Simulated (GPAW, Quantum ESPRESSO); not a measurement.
# BN (P6_3/mmc): the N K absorption edge, part 2 of 6

Do two independent programs agree on the N K edge of BN (P6_3/mmc)? The same cell and functional are run with XSpectra and with GPAW.

Quantum ESPRESSO 7.5 and GPAW 26.7.0; core-hole supercells, plane-wave PAW PBE.

So far. Step 2 (Ground state of the crystal (Quantum ESPRESSO)): The mesh shows a gap of 4.30 eV, so the hole is first treated in a charged cell, without the excited electron. Step 3 (Spectrum without a core hole, N atom 1 (Quantum …): Main maxima below 24 eV (height): 4.0 eV (0.79), 8.5 eV (1.51), 11.1 eV (0.91), 13.5 eV (1.17), 14.7 eV (1.30) and 16.3 eV (2.16).

The database entry behind the starting cell differs from later determinations by our own check (about 0.3 % short, minor phase), so it need not match the best structure at ambient conditions.

## 6. The atom with a core hole (Quantum ESPRESSO)

Level of this step: all-electron atom with a core hole and its PAW potential, PBE, scalar-relativistic (Quantum ESPRESSO).

The frozen core must hold the hole, so the absorber gets a data set of its own.

The input, N.pbe-n-kjpaw-1sch.ld1.in:

```
&input
   title='N', zed=7., rel=1, iswitch=3, dft='PBE',
   config='1s1 2s2 2p4'
/
&inputp
   file_pseudopw='N.pbe-n-kjpaw-1sch.UPF', author='',
   lpaw=.true.,
   pseudotype=3,
   lloc=-1,
   rcloc=1.2,
   which_augfun='PSQ',
   rmatch_augfun_nc=.true.,
   nlcc=.true.,
   new_core_ps=.true.,
   rcore=0.7,
   tm=.true.,
   zval=6,
   lgipaw_reconstruction=.true., use_paw_as_gipaw=.true.
/
4
2S  1  0  2.00  0.00  1.00  1.30  0.0
2S  1  0  0.00  2.00  1.00  1.30  0.0
2P  2  1  4.00  0.00  0.90  1.35  0.0
2P  2  1  0.00  0.05  0.90  1.35  0.0
```

On the command line:

```
> ld1.x < N.pbe-n-kjpaw-1sch.ld1.in > N.pbe-n-kjpaw-1sch.ld1.out
```

Log:

```text
     [... banner and references ...]
PAW data will be used for GIPAW calculation
     --------------------------- All-electron run ----------------------------

     N
     scalar relativistic calculation

     atomic number is  7.00
     dft =PBE   lsd =0 sic =0 latt =0  beta=0.20 tr2=1.0E-14
     Exchange-correlation= PBE
                           (   1   4   3   4   0   0   0)
     mesh =1085 r(mesh) =  99.89202 a.u. xmin = -7.00 dx = 0.01250
     1 Ry =  13.60569312 eV, c = 137.03599908

     n l     nl                  e(Ry)          e(Ha)          e(eV)
     1 0     1S 1( 1.00)       -32.1720       -16.0860      -437.7227
     2 0     2S 1( 2.00)        -1.5515        -0.7757       -21.1088
     2 1     2P 1( 4.00)        -0.7016        -0.3508        -9.5456

     final scf error:  7.7E-16 reached in  22 iterations

     Etot =     -79.267264 Ry,     -39.633632 Ha,   -1078.486073 eV

     Ekin =      78.983621 Ry,      39.491811 Ha,    1074.626915 eV
     Encl =    -192.016326 Ry,     -96.008163 Ha,   -2612.515200 eV
     Eh   =      44.141757 Ry,      22.070878 Ha,     600.579199 eV
     Exc  =     -10.376317 Ry,      -5.188159 Ha,    -141.176986 eV

     normalization and overlap integrals

     s(1S/1S) =  1.000000  <r> =   0.2201  <r2> =    0.0652  r(max) =   0.1447
     s(1S/2S) = -0.000186
     s(2S/2S) =  1.000000  <r> =   1.2157  <r2> =    1.7986  r(max) =   0.9315
     s(2P/2P) =  1.000000  <r> =   1.2537  <r2> =    2.0826  r(max) =   0.8221

     ------------------------ End of All-electron run ------------------------

     --------------------- Generating PAW atomic setup --------------------

      Generating local potential from pseudized AE potential:
      Matching radius rcloc =   1.2000

[...]
(   1   4   3   4   0   0   0)
     mesh =1085 r(mesh) =  99.89202 a.u. xmin = -7.00 dx = 0.01250
     1 Ry =  13.60569312 eV, c = 137.03599908

     n l     nl                  e(Ry)          e(Ha)          e(eV)
[...]
final scf error:  7.7E-16 reached in  22 iterations

     Etot =     -79.267264 Ry,     -39.633632 Ha,   -1078.486073 eV

     Ekin =      78.983621 Ry,      39.491811 Ha,    1074.626915 eV
     Encl =    -192.016326 Ry,     -96.008163 Ha,   -2612.515200 eV
     Eh   =      44.141757 Ry,      22.070878 Ha,     600.579199 eV
     Exc  =     -10.376317 Ry,      -5.188159 Ha,    -141.176986 eV

     normalization and overlap integrals

     s(1S/1S) =  1.000000  <r> =   0.2201  <r2> =    0.0652  r(max) =   0.1447
     s(1S/2S) = -0.000186
     s(2S/2S) =  1.000000  <r> =   1.2157  <r2> =    1.7986  r(max) =   0.9315
     s(2P/2P) =  1.000000  <r> =   1.2537  <r2> =    2.0826  r(max) =   0.8221

     ------------------------ End of All-electron run ------------------------

     ---------------------- Testing the pseudopotential ----------------------

     N
     scalar relativistic calculation

     atomic number is  7.00   valence charge is  6.00
     dft = SLA  PW   PBX  PBC   lsd =0 sic =0 latt =0  beta=0.20 tr2=1.0E-14
     mesh =1085 r(mesh) =  99.89202 xmin = -7.00 dx = 0.01250

     n l     nl             e AE (Ry)        e PS (Ry)    De AE-PS (Ry)
     1 0     2S   1( 2.00)       -1.55147       -1.55148        0.00001
     2 1     2P   1( 4.00)       -0.70159       -0.70160        0.00001

     eps = 4.9E-17  iter =  4

     Etot =     -79.267264 Ry,     -39.633632 Ha,   -1078.486073 eV
     Etotps =   -34.539093 Ry,     -17.269546 Ha,    -469.928300 eV

     Ekin =      31.645173 Ry,      15.822587 Ha,     430.554515 eV
     Encl =     -82.680333 Ry,     -41.340167 Ha,   -1124.923239 eV
     Ehrt =      26.872380 Ry,      13.436190 Ha,     365.617354 eV
     Ecxc =     -10.376313 Ry,      -5.188156 Ha,    -141.176929 eV
     (Ecc =      -0.159581 Ry,      -0.079791 Ha,      -2.171215 eV)

     ---------------------- End of pseudopotential test ----------------------
```

The job ended after 0.66 s (1 MPI rank of Arm Neoverse V1, shared host; peak memory 0.12 GiB).

Removing the core electron and adding it to the valence shell costs the free atom 403.3 eV.

## 7. Supercell with FCH, N atom 1 (Quantum ESPRESSO)

The holes are 6.6 Å apart. The excited electron is left out and a uniform background balances the charge.

The input, scf.in:

```
&control
   calculation='scf', prefix='x', pseudo_dir='../pp', outdir='tmp', tprnfor=.true.
/
&system
   ibrav=0, nat=28, ntyp=3, nbnd=60
   ecutwfc=46, ecutrho=360
   occupations='fixed'
   tot_charge=1
/
&electrons
   conv_thr=2.8e-07, electron_maxstep=120
   mixing_beta=0.5
/
ATOMIC_SPECIES
N0 1.0 N.pbe-n-kjpaw-1sch.UPF
N 1.0 N.pbe-n-kjpaw.UPF
B 1.0 B.pbe-n-kjpaw.UPF
CELL_PARAMETERS angstrom
  6.24560000 2.16353930 0.00000000
  -4.99648000 4.32707861 0.00000000
  0.00000000 0.00000000 6.63570000
ATOMIC_POSITIONS crystal
N0   0.23809524 0.04761905 0.25000000
N    0.38095238 0.47619048 0.25000000
N    0.52380952 0.90476190 0.25000000
N    0.66666667 0.33333333 0.25000000
N    0.80952381 0.76190476 0.25000000
N    0.95238095 0.19047619 0.25000000
N    0.09523810 0.61904762 0.25000000
N    0.19047619 0.23809524 0.75000000
N    0.33333333 0.66666667 0.75000000
N    0.47619048 0.09523810 0.75000000
N    0.61904762 0.52380952 0.75000000
N    0.76190476 0.95238095 0.75000000
N    0.90476190 0.38095238 0.75000000
N    0.04761905 0.80952381 0.75000000
B    0.23809524 0.04761905 0.75000000
B    0.38095238 0.47619048 0.75000000
B    0.52380952 0.90476190 0.75000000
B    0.66666667 0.33333333 0.75000000
B    0.80952381 0.76190476 0.75000000
B    0.95238095 0.19047619 0.75000000
B    0.09523810 0.61904762 0.75000000
B    0.19047619 0.23809524 0.25000000
B    0.33333333 0.66666667 0.25000000
B    0.47619048 0.09523810 0.25000000
B    0.61904762 0.52380952 0.25000000
B    0.76190476 0.95238095 0.25000000
B    0.90476190 0.38095238 0.25000000
B    0.04761905 0.80952381 0.25000000
K_POINTS automatic
3 3 3 0 0 0
```

On the command line:

```
> OMP_NUM_THREADS=1 mpirun --oversubscribe --bind-to none -np 4 pw.x -nk 4 -in scf.in > scf.out
```

Log:

```text
     [... banner and references ...]
[banner, memory and clock lines left out]
using ibrav=0 with symmetry is DISCOURAGED, use correct ibrav instead

     G-vector sticks info

     bravais-lattice index     =            0
     lattice parameter (alat)  =      12.4906  a.u.
     unit-cell volume          =    1694.2611 (a.u.)^3
     number of atoms/cell      =           28
     number of atomic types    =            3
     number of electrons       =       112.00
     number of Kohn-Sham states=           60
     kinetic-energy cutoff     =      46.0000  Ry
     charge density cutoff     =     360.0000  Ry
     scf convergence threshold =      2.8E-07
     mixing beta               =       0.5000
     number of iterations used =            8  plain     mixing
     Exchange-correlation= SLA  PW   PBX  PBC
                           (   1   4   3   4   0   0   0)

     celldm(1)=  12.490564  celldm(2)=   0.000000  celldm(3)=   0.000000
     celldm(4)=   0.000000  celldm(5)=   0.000000  celldm(6)=   0.000000

     crystal axes: (cart. coord. in units of alat)
               a(1) = (   0.944911   0.327327   0.000000 )
               a(2) = (  -0.755929   0.654654   0.000000 )
               a(3) = (   0.000000   0.000000   1.003930 )

     reciprocal axes: (cart. coord. in units 2 pi/alat)
               b(1) = (  0.755929  0.872872 -0.000000 )
               b(2) = ( -0.377964  1.091089  0.000000 )
               b(3) = (  0.000000 -0.000000  0.996085 )

     ../pp/N.pbe-n-kjpaw-1sch.UPF
     Pseudo is Projector augmented-wave + core cor, Zval =  6.0
     Shape of augmentation charge: PSQ
     Using radial grid of 1085 points,  4 beta functions with:
                l(1) =   0
[...]
iteration # 11     ecut=    46.00 Ry     beta= 0.50
     Davidson diagonalization with overlap
     ethr =  1.56E-09,  avg # of iterations =  3.7

     End of self-consistent calculation

          k = 0.0000 0.0000 0.0000 (  8985 PWs)   bands (ev):

   -16.1622 -12.8924 -12.2246 -11.1760 -11.1760 -11.0158 -11.0158 -10.9788
    -9.8613  -9.8612  -9.8405  -9.7801  -9.7801  -9.7659  -5.7221  -5.7219
    -3.3578  -3.0633  -3.0044  -3.0044  -2.6616  -1.8344  -1.8084  -1.8083
    -1.7792  -1.7791  -1.7670  -1.4735  -1.4733  -0.5804  -0.5802  -0.5766
    -0.5659  -0.4038   0.7389   0.7533   0.7533   0.7754   0.7913   0.7914
     0.9683   1.9228   1.9228   2.0955   2.0955   2.1242   2.4541   2.4541
     3.4300   3.8341   3.8341   3.9362   3.9362   3.9514   4.1640   4.1640
     9.6457  10.0241  10.5080  10.5080

     [... bands of 9 further k-points ...]

     highest occupied, lowest unoccupied level (ev):     5.3661    8.8591

!    total energy              =    -565.36433879 Ry
     total all-electron energy =     -2202.327748 Ry
     estimated scf accuracy    <       0.00000007 Ry

     The total energy is the sum of the following terms:
     one-electron contribution =    -117.88430936 Ry
     hartree contribution      =     119.91933761 Ry
     xc contribution           =    -124.33290852 Ry
     ewald contribution        =    -262.89146831 Ry
     one-center paw contrib.   =    -180.17499021 Ry

     convergence has been achieved in  11 iterations

     Forces acting on atoms (cartesian axes, Ry/au):

     atom    1 type  1   force =     0.00001508    0.00003609    0.00000000
     atom    2 type  2   force =     0.02238334   -0.03787072    0.00000000
     atom    3 type  2   force =    -0.04405699   -0.00050932    0.00000000
[...]
atom   27 type  3   force =    -0.00028687    0.00021874    0.00000000
     atom   28 type  3   force =    -0.00007799   -0.09922114    0.00000000

     Total force =     0.205473     Total SCF correction =     0.000051

     XML data file, charge density, pseudopotentials, collected wavefunctions
```

Run time: 63 s. Hardware: 4 MPI ranks; peak memory 0.26 GiB.

Energy with the hole: -29964.196 eV, cores included.

(Part 2 of 6 ends here.)

[Banner, clock and machine lines of the logs are left out without a mark of their own.]

[Logs are printed without paths, hosts, clocks, repeated set-up lines and the standing remarks that a program may print on its own settings, such as how far it seeks lower states.]

[Hosts, paths, dates, database ids (printed as entryN), source tags and the programs' standing remarks are cut or masked in the printed files.]

[Lists of maxima count a maximum above −3 eV only where it reaches 4 % of the highest in the window and stands out from its surroundings by 2 % of it (1.5 % where it reaches 55 %); shoulders and weaker maxima are passed over, and of the rest the first, up to two pre-edge ones and the few strongest are named.]
